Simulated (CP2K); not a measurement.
Consider difluoromethane at its PBE geometry (Å).

```xyz
5

F    -1.0876   -0.7668   -0.0630
C    -0.0035    0.0845    0.0073
F     1.1444   -0.6771   -0.0697
H    -0.0207    0.5947    0.9810
H    -0.0326    0.7647   -0.8556
```

Method: CP2K XAS_TDP, all-electron GAPW, PBEh(45%), aug-cc-pVTZ, TDA, GW2X-corrected core level, no relativity.

Where do the F K-edge lines lie, and how strong are they?

Leading lines: F1 687.51 eV. The leading line of an atom is its first one with 35 % of the strongest within 2.5 eV of its lowest line over the strength cut. Core ionisation energies at this level: F1 690.21 eV.

The first six lines of each atom with a strength over 0.0015:

```csv
atom,energy (eV),states,"strength, one atom",above the computed threshold
"F1 (bonded to C), 2 alike",687.51,1,0.0298,
,688.39,1,0.0031,
,688.93,1,0.0076,
,689.88,1,0.0112,
,691.02,1,0.0052,yes
,691.74,1,0.0054,yes
```

Lines are vertical, at one geometry, with no vibrational structure. GW2X ionisation energies and lines can be off by 1 to 2 eV either way, and a good line position may hide errors that cancel. These values hold no scalar relativity, about 0.7 eV for F 1s. Rydberg lines, and the discretised continuum above threshold, depend on the basis and the box.

[Banner, clock and machine lines of the logs are left out without a mark of their own.]

[Logs are printed without paths, hosts, clocks, repeated set-up lines and the standing remarks that a program may print on its own settings, such as how far it seeks lower states.]

[Hosts, paths, dates, database ids (printed as entryN), source tags and the programs' standing remarks are cut or masked in the printed files.]
